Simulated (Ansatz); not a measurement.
# How well the gap of BiOBr (P4/nmm) can be computed, part 2 of 2

Aim: a best estimate of the quasiparticle gap of BiOBr (P4/nmm), with each correction and its cost laid out.

Ansatz 0.2.0; density functionals, hybrids, G0W0, plane waves, PAW. Known limits of the many-body steps: not at the basis limit; no spin-orbit coupling.

So far. Step 5 (HSE06+SOC): The gap stands −0.36 eV against HSE06. Step 6 (G0W0, 6×6×4 mesh, 324 empty bands, screening to 110 eV …): The gap on the mesh goes from 2.12 eV to 3.00 eV, a correction of +0.89 eV. Between the two edge states, bare exchange in place of the xc potential would open the gap by 6.62 eV, and correlation takes back 5.73 eV. The start differs from the 2.05 eV found before because this mesh misses an edge (the files differ too).

The database entry behind the starting cell differs from later determinations by our own check (0.1 to 0.3 % short, probably kX units), so it need not match the best structure at ambient conditions.

In doubt: masses and optical values from hybrid runs of this build are listed as unsure (step 10), which bears on the screening that GW takes from such a start.

## (7) G0W0, 6×6×4 mesh, 736 empty bands, screening to 190 eV, hard PAW files

Level of this step: G0W0 on LDA, plane waves, PAW (Ansatz).

Another rung: the empty bands reach about as high as the screening cutoff, so the two stay in balance.

input.yaml reads:

```yaml
crystal:
  lattice:
    - [3.916, 0.0, 0.0]
    - [0.0, 3.916, 0.0]
    - [0.0, 0.0, 8.077]
  atoms:
    - { symbol: Bi, position: [0.0, 0.5, 0.154] }
    - { symbol: Bi, position: [0.5, 0.0, 0.846] }
    - { symbol: Br, position: [0.0, 0.5, 0.653] }
    - { symbol: Br, position: [0.5, 0.0, 0.347] }
    - { symbol: O, position: [0.0, 0.0, 0.0] }
    - { symbol: O, position: [0.5, 0.5, 0.0] }
kpoints:
  mp_grid: { grid: [6, 6, 4] }
hamiltonian:
  xc: lda
  pseudopotentials: { kind: paw, source: ansatz }
scf:
  occupations: { method: fixed }
gw:
  n_empty_bands: 736
  ecut_chi: 190.0
  qp_bands: [v2, c2]
  qp_kpoints: band_edges
  screening: { model: contour_deformation }
```

On the command line:

```sh
> ansatz run input.yaml --threads 4 --pin off --max-ram 138240MiB --backend cuda --events-out ev --progress --plain --runs-dir out --devices 1 --max-vram 26GiB
```

Numbers of over 12 decimals in the logs are rounded to 6 here.

Output:

```text
GPUs: using 1 of 1 available (devices: 1).
[...]
GPU FFT provider: cuFFT
GPU libraries: cuBLAS 13.8.2, cuFFT 12.4.0, cuSOLVER 12.3.4
Crystal: 6 atoms, lattice volume = 123.861 Å³
Basis set: ecut = 930 eV, 7965 PW (Γ)
Bands: 56, of which v1, the nominal top of the filled ones, is band 46 counted from 1 (45 counted from 0)
Symmetry: 16 space group operations
[...]
k-points: 30 of 144
[...]
1    48     11.9957   -10.3959    -3.6988   -14.6017  0.8039    12.5051    12.5026  root
[...]
27    45      8.4208   -19.8482     2.6018   -16.4199  0.7459     7.5799     7.5944  root
    27    46      8.4208   -19.8482     2.6018   -16.4199  0.7459     7.5799     7.5944  root
    27    47     12.4555   -10.4572    -3.7469   -14.7175  0.8024    12.9715    12.9689  root
    27    48     12.4555   -10.4572    -3.7469   -14.7175  0.8024    12.9715    12.9689  root
[key lines of the parts left out:]
SCF converged after 9 iterations
Free energy (F): -44727.768172 eV
Fermi energy:    9.150209 eV
```

Wall time 5.2 min (1 × NVIDIA H100 80GB HBM3 (shared by 3 runs) with 4 threads of AMD EPYC 7R13 (Zen 3), shared host); peak memory 7.4 GiB; 9.3 min of CPU time.

Numbers from this step:

```yaml
bands_summed: 782
rpa_eps_infinity_on_this_mesh_eigenvalues: 5.409, 7.307, 7.307
plane_waves_in_the_screening_matrix: 743
g0w0_gap_on_the_mesh: 3.136 eV
k_of_the_valence_top: 0, 0.3333, -0.5
k_of_the_conduction_bottom: 0, 0, -0.5
starting_gap_on_the_mesh: 2.117 eV
least_direct_g0w0_gap_on_the_computed_points: 3.467 eV
```

Against the run with 6×6×4 mesh, 324 empty bands, screening to 110 eV, hard PAW files, the gap moves by +0.13 eV.

## (8) G0W0, 6×6×4 mesh, 1247 empty bands, screening to 270 eV, hard PAW files

input.yaml, as its differences from that of step 7:

```diff
@@ -20,4 +20,4 @@
 gw:
-  n_empty_bands: 736
-  ecut_chi: 190.0
+  n_empty_bands: 1247
+  ecut_chi: 270.0
   qp_bands: [v2, c2]
```

Output:

```text
GPUs: using 1 of 1 available (devices: 1).
[...]
GPU FFT provider: cuFFT
GPU libraries: cuBLAS 13.8.2, cuFFT 12.4.0, cuSOLVER 12.3.4
Crystal: 6 atoms, lattice volume = 123.861 Å³
Basis set: ecut = 930 eV, 7965 PW (Γ)
Bands: 56, of which v1, the nominal top of the filled ones, is band 46 counted from 1 (45 counted from 0)
Symmetry: 16 space group operations
[...]
k-points: 30 of 144
[...]
GPU buffer pool allocated for 182250 grid points (all kernels)
[...]
SCF iter   1: F=—  HF=-44730.853419 eV  |F-HF|=—  |Δ(HF+E_count)|=         —  Δρ=6.83e-2  dr2=1.29e1  ethr=3.10e-3  ⟨swp⟩=4.0  Hψ=5134  notcnv=0  defer=227
[...]
SCF iter   9: F=-44727.768172 eV  HF=-44727.768172 eV  |F-HF|=1.70e-9  |Δ(HF+E_count)|=   1.45e-7  Δρ=6.78e-6  dr2=5.75e-8  ethr=1.09e-10  ⟨swp⟩=9.5  Hψ=7456  notcnv=0
SCF 1 converged in 9 iterations: F = -44727.768172 eV  dr2 = 5.75e-8
[...]
G₀W₀ screening: q 1/30
[... further progress lines ...]
SCF converged after 9 iterations
Free energy (F): -44727.768172 eV
[...]
Internal energy: -44727.768172 eV  (E = F + TS)
E sigma→0 (E₀):  -44727.768172 eV
Fermi energy:    9.150209 eV
[...]
--- Band table (eV; the first three rows and the last of 30) ---
  k-point 0: bands = [... 42 lower, 8.1576, 8.4274, 8.4274, 8.4934, 11.4561, 12.3661, 14.0408, 14.0408, ... 6 higher]
  k-point 1: bands = [... 42 lower, 8.1274, 8.6156, 8.6156, 8.7707, 11.3272, 11.9957, 13.9515, 13.9515, ... 6 higher]
  k-point 2: bands = [... 42 lower, 8.2281, 8.7420, 8.7420, 9.0458, 11.2675, 11.5472, 13.8654, 13.8654, ... 6 higher]
  k-point 29: bands = [... 42 lower, 8.0721, 8.0721, 8.1554, 8.1554, 13.1510, 13.1510, 14.4231, 14.4231, ... 6 higher]
[...]
0    45      8.4274   -19.5852     2.3486   -16.3720  0.7484     7.5475     7.5627  root
     0    46      8.4934   -18.6278     1.8652   -15.9467  0.7583     7.6643     7.6775  root
     0    47     11.4561   -10.5738    -3.8250   -14.8609  0.8062    11.9201    11.9181  root
     0    48     12.3661   -10.8964    -3.7988   -15.1175  0.7974    12.7903    12.7885  root
     1    45      8.6156   -19.7600     2.3117   -16.5516  0.7504     7.7031     7.7190  root
     1    46      8.7707   -19.0855     1.8433   -16.3991  0.7602     7.9145     7.9277  root
     1    47     11.3272   -10.1701    -3.7666   -14.3860  0.8084    11.7784    11.7765  root
     1    48     11.9957   -10.3959    -3.7714   -14.6017  0.8037    12.4318    12.4300  root
     2    45      8.7420   -19.9398     2.2952   -16.7370  0.7515     7.8185     7.8344  root
     2    46      9.0458   -19.7251     1.8859   -16.9516  0.7607     8.1443     8.1583  root
     2    47     11.2675    -9.8740    -3.6287   -13.8997  0.8083    11.6659    11.6645  root
     2    48     11.5472    -9.5509    -3.9018   -13.9648  0.8126    12.0617    12.0593  root
     3    45      8.8232   -20.2461     2.3924   -16.9685  0.7503     7.9231     7.9382  root
     3    46      8.8253   -20.0834     2.1180   -17.1276  0.7547     7.9748     7.9875  root
     3    47     12.3326   -11.5502    -3.8382   -15.8771  0.7922    12.8238    12.8213  root
     3    48     12.8008   -10.6860    -4.0238   -15.2011  0.7947    13.2948    13.2920  root
     4    45      8.6652   -19.7352     2.2916   -16.5352  0.7511     7.7406     7.7568  root
     4    46      8.9681   -20.3476     2.1806   -17.3110  0.7545     8.0991     8.1122  root
     4    47     12.2218   -11.2980    -3.7629   -15.5209  0.7938    12.6840    12.6818  root
     4    48     12.5295   -10.4507    -3.9650   -14.9149  0.7991    13.0314    13.0287  root
     5    45      8.7762   -20.9441     2.1806   -18.0877  0.7525     8.0930     8.1005  root
     5    46      8.8840   -20.0171     2.1185   -17.0330  0.7555     8.0047     8.0185  root
     5    47     12.0911   -10.9610    -3.6956   -15.0934  0.7961    12.5298    12.5279  root
     5    48     12.3851   -10.5621    -3.9211   -14.9796  0.8002    12.8840    12.8815  root
[...]
23    45      8.5533   -20.2732     2.5515   -16.8420  0.7455     7.6580     7.6737  root
    23    46      8.8293   -19.9647     2.2136   -16.8817  0.7538     7.9460     7.9599  root
    23    47     12.0848   -10.8984    -3.7176   -15.0618  0.8022    12.5324    12.5306  root
    23    48     13.8127   -12.2486    -4.1405   -16.8852  0.7797    14.3121    14.3088  root
    27    45      8.4208   -19.8482     2.5056   -16.4199  0.7456     7.4797     7.4981  root
    27    46      8.4208   -19.8482     2.5056   -16.4199  0.7456     7.4797     7.4981  root
    27    47     12.4555   -10.4572    -3.8165   -14.7175  0.8021    12.9012    12.8992  root
    27    48     12.4555   -10.4572    -3.8165   -14.7175  0.8021    12.9012    12.8992  root
```

The job ended after 9.1 min (1 × NVIDIA H100 80GB HBM3 (shared by 3 runs) with 4 threads; peak memory 15 GiB; 19 min of CPU time).

Numbers from this step:

```
bands summed                                 : 1293
RPA ε∞ on this mesh (eigenvalues)            : 5.405, 7.294, 7.294
plane waves in the screening matrix          : 1253
q-points in the mesh                         : 144
G0W0 gap on the mesh                         : 3.197 eV
k of the valence top                         : 0, 0.3333, -0.5
k of the conduction bottom                   : 0, 0, -0.5
starting gap on the mesh                     : 2.117 eV
Z at the valence top                         : 0.7586
Z at the conduction bottom                   : 0.8083
least direct G0W0 gap on the computed points : 3.506 eV
```

Against the run with 6×6×4 mesh, 736 empty bands, screening to 190 eV, hard PAW files, the gap moves by +0.06 eV.

Limits: finite bands, cutoff and mesh; no spin-orbit coupling. v1 is the top filled band, c1 the lowest empty one. Levels before and after the correction, in eV, zero at the valence-band top of each column:

```tsv
	conduction bottom	valence top
Kohn-Sham	2.12	0.00
G0W0	3.20	0.00
```

```tsv
	level	occupation	energy (eV)
Kohn-Sham	(0 0 -0.5) v2	2	-0.408
Kohn-Sham	(0 0 -0.5) v1	2	-0.104
Kohn-Sham	(0 0 -0.5) c1	0	2.117
Kohn-Sham	(0 0 -0.5) c2	0	2.397
Kohn-Sham	(0 0.333 -0.5) v2	2	-0.354
Kohn-Sham	(0 0.333 -0.5) v1	2	0.000
Kohn-Sham	(0 0.333 -0.5) c1	0	4.188
Kohn-Sham	(0 0.333 -0.5) c2	0	4.352
G0W0	(0 0 -0.5) v2	2	-0.633
G0W0	(0 0 -0.5) v1	2	-0.309
G0W0	(0 0 -0.5) c1	0	3.197
G0W0	(0 0 -0.5) c2	0	3.592
G0W0	(0 0.333 -0.5) v2	2	-0.604
G0W0	(0 0.333 -0.5) v1	2	0.000
G0W0	(0 0.333 -0.5) c1	0	5.382
G0W0	(0 0.333 -0.5) c2	0	5.552
```

How the two edges are built up, in eV (the quasiparticle level is the starting level plus Σx plus Σc less Vxc):

```tsv
run	edge	start	Σx	Σc	Vxc	Z	QP
370 bands	valence top	9.15	-21.02	2.30	-18.43	0.76	8.86
370 bands	conduction bottom	11.27	-9.87	-3.43	-13.90	0.81	11.86
782 bands	valence top	9.15	-21.02	2.03	-18.43	0.76	8.59
782 bands	conduction bottom	11.27	-9.87	-3.57	-13.90	0.81	11.73
1293 bands	valence top	9.15	-21.02	1.91	-18.43	0.76	8.47
1293 bands	conduction bottom	11.27	-9.87	-3.63	-13.90	0.81	11.66
```

## (9) G0W0@LDA, 8×8×4 mesh, 324 empty bands, screening to 110 eV, hard PAW files

A second mesh at equal bands and cutoff isolates the sampling error. Bands and cutoff differ from the step before, so it is read against an earlier run that matches them.

input.yaml, as its differences from that of step 8:

```diff
@@ -13,3 +13,3 @@
 kpoints:
-  mp_grid: { grid: [6, 6, 4] }
+  mp_grid: { grid: [8, 8, 4] }
 hamiltonian:
@@ -20,4 +20,4 @@
 gw:
-  n_empty_bands: 1247
-  ecut_chi: 270.0
+  n_empty_bands: 324
+  ecut_chi: 110.0
   qp_bands: [v2, c2]
```

Output:

```text
GPUs: using 1 of 1 available (devices: 1).
[...]
GPU FFT provider: cuFFT
GPU libraries: cuBLAS 13.8.2, cuFFT 12.4.0, cuSOLVER 12.3.4
Crystal: 6 atoms, lattice volume = 123.861 Å³
Basis set: ecut = 930 eV, 7965 PW (Γ)
Bands: 56, of which v1, the nominal top of the filled ones, is band 46 counted from 1 (45 counted from 0)
Symmetry: 16 space group operations
[...]
k-points: 45 of 256
[...]
1    48     11.9958   -10.4098    -3.5110   -14.6016  0.8051    12.6812    12.6767  root
[...]
42    45      8.4206   -19.8444     2.8169   -16.4200  0.7471     7.8057     7.8133  root
    42    46      8.4206   -19.8444     2.8169   -16.4200  0.7471     7.8057     7.8133  root
    42    47     12.4555   -10.4631    -3.5831   -14.7174  0.8040    13.1312    13.1267  root
    42    48     12.4555   -10.4631    -3.5831   -14.7174  0.8040    13.1312    13.1267  root
[key lines of the parts left out:]
SCF converged after 9 iterations
Free energy (F): -44727.768612 eV
Fermi energy:    9.205167 eV
```

The job ended after 4.7 min (1 × NVIDIA H100 80GB HBM3 (shared by 3 runs) with 4 threads; peak memory 4.5 GiB).

This step gave:

| Quantity | Value |
| --- | --- |
| bands summed | 370 |
| RPA ε∞ on this mesh (eigenvalues) | 5.425, 7.322, 7.322 |
| plane waves in the screening matrix | 345 |
| G0W0 gap on the mesh | 2.962 eV |
| k of the valence top | 0, 0.375, -0.5 |
| k of the conduction bottom | 0, 0, -0.5 |
| starting gap on the mesh | 2.063 eV |
| least direct G0W0 gap on the computed points | 3.364 eV |

Against the run with 6×6×4 mesh, 324 empty bands, screening to 110 eV, hard PAW files, the gap moves by −0.04 eV, while the start moved by −0.05 eV. A band edge is found at another k point on this mesh.

## (10) G0W0@HSE06, 6×6×4 mesh, 736 empty bands, screening to 190 eV, hard PAW files

One-shot GW remembers its start. Another functional's orbitals and levels show by how much. Bands and cutoff differ from the step before, so it is read against an earlier run that matches them.

This step: G0W0 on HSE06, plane waves, PAW.

input.yaml, as its differences from that of step 9:

```diff
@@ -13,5 +13,5 @@
 kpoints:
-  mp_grid: { grid: [8, 8, 4] }
+  mp_grid: { grid: [6, 6, 4] }
 hamiltonian:
-  xc: lda
+  xc: hse06
   pseudopotentials: { kind: paw, source: ansatz }
@@ -20,4 +20,4 @@
 gw:
-  n_empty_bands: 324
-  ecut_chi: 110.0
+  n_empty_bands: 736
+  ecut_chi: 190.0
   qp_bands: [v2, c2]
```

Output:

```text
GPUs: using 1 of 1 available (devices: 1).
[...]
GPU FFT provider: cuFFT
GPU libraries: cuBLAS 13.8.2, cuFFT 12.4.0, cuSOLVER 12.3.4
Crystal: 6 atoms, lattice volume = 123.861 Å³
Basis set: ecut = 930 eV, 7965 PW (Γ)
Bands: 56, of which v1, the nominal top of the filled ones, is band 46 counted from 1 (45 counted from 0)
Symmetry: 16 space group operations
[...]
k-points: 30 of 144
[...]
1    47     12.0444    -9.6918    -3.5958   -13.3929  0.8335    12.1499    12.1498  root
     1    48     12.7572    -9.7003    -3.6756   -13.4531  0.8313    12.8346    12.8345  root
[...]
27    45      7.9133   -19.9057     2.3256   -17.0428  0.7819     7.3721     7.3760  root
    27    46      7.9133   -19.9057     2.3256   -17.0428  0.7819     7.3721     7.3760  root
    27    47     13.1694    -9.9996    -3.6153   -13.7476  0.8287    13.3022    13.3021  root
    27    48     13.1694    -9.9996    -3.6153   -13.7476  0.8287    13.3022    13.3021  root
[key lines of the parts left out:]
Free energy (F): -45566.222378 eV
Fermi energy:    8.844073 eV
```

Elapsed: 11 min, on 1 × NVIDIA H100 80GB HBM3 (shared by 3 runs) with 4 threads; peak memory 14 GiB.

Numbers from this step:

| Quantity | Value |
| --- | --- |
| bands summed | 782 |
| RPA ε∞ on this mesh (eigenvalues) | 4.240, 5.464, 5.464 |
| plane waves in the screening matrix | 743 |
| G0W0 gap on the mesh | 3.575 eV |
| k of the valence top | 0, 0.3333, -0.5 |
| k of the conduction bottom | 0, 0, -0.5 |
| starting gap on the mesh | 3.101 eV |
| least direct G0W0 gap on the computed points | 3.954 eV |

Against the run with 6×6×4 mesh, 736 empty bands, screening to 190 eV, hard PAW files on LDA, the gap moves by +0.44 eV, while the start moved by +0.98 eV.

## (11) The ladder

Times are wall times on 1 × NVIDIA H100 80GB HBM3 (shared by 3 runs) with 4 threads of AMD EPYC 7R13 (Zen 3), shared host. The host was busy with other work, so they are no guide to cost. G0W0 rows are gaps on the mesh, lowered by the amount that the mesh misses the start's edges, a rough step that assumes the same correction there.

```tsv
level	gap (eV)	least direct gap (eV)	time
LDA	2.05	2.22	16 s
LDA+SOC	1.70	1.84	8.1 s
HSE06	3.04	3.28	19 s
HSE06+SOC	2.68	2.86	51 s
G0W0@LDA (324 empty bands, hard PAW)	2.93	-	2.5 min
G0W0@LDA (736 empty bands, hard PAW)	3.06	-	5.2 min
G0W0@LDA (1247 empty bands, hard PAW)	3.13	-	9.1 min
G0W0@LDA (324 empty bands, 8×8×4, hard PAW)	2.94	-	4.7 min
G0W0@HSE06 (736 empty bands, hard PAW)	3.51	-	11 min
```

## (12) Adding up the best estimate

```tsv
term	eV	running total (eV)
G0W0 on the mesh, top rung	3.197	3.197
to the limit, by a line in one over the bands through the two top rungs	+0.093	3.291
band edges off the mesh (read on other files, so rough)	−0.072	3.219
spin-orbit change, from LDA	−0.342	2.877
```

Changes that are not added in, each against a run with equal bands and cutoff:

```tsv
change	eV
start HSE06	+0.44
```

## (13) What came out

```yaml
lda_gap: 2.05 eV, indirect
hse06: 3.04 eV
g0w0_top_rung_on_the_mesh: 3.20 eV
best_estimate_g0w0_lda_with_spin_orbit_change: 2.88 eV
gw_settings_of_the_top_rung: 6×6×4 mesh, 1247 empty bands, screening to 270 eV, hard PAW files
known_limits: one-shot GW, static lattice
```

The best estimate for G0W0@LDA is 2.88 eV, indirect by LDA+SOC, against 1.70 eV at the start (both with spin-orbit coupling). The pair of rungs below gives a limit −0.03 eV away. The term for edges off the mesh assumes that the correction there equals that on the mesh, which is rough. Of the changes left open the largest, +0.44 eV, comes from starting at HSE06. Among the functionals HSE06 comes nearest: −0.18 eV from the estimate without its spin-orbit term (3.22 eV). All runs took 35 min, 95 % of it in G0W0.

[Paths, hosts, dates, memory and timing lines, banners, echoed tables and standing remarks are left out of the program output.]

[Logs are printed without paths, hosts, clocks, repeated set-up lines and the standing remarks that a program may print on its own settings, such as how far it seeks lower states.]

[Runs of the session that timed out or met a known fault of the program may be left out.]

[Cells called generated may have been cut or substituted from an entry of the Crystallography Open Database or the Materials Project.]

[Hosts, paths, dates, database ids (printed as entryN), source tags and the programs' standing remarks are cut or masked in the printed files.]
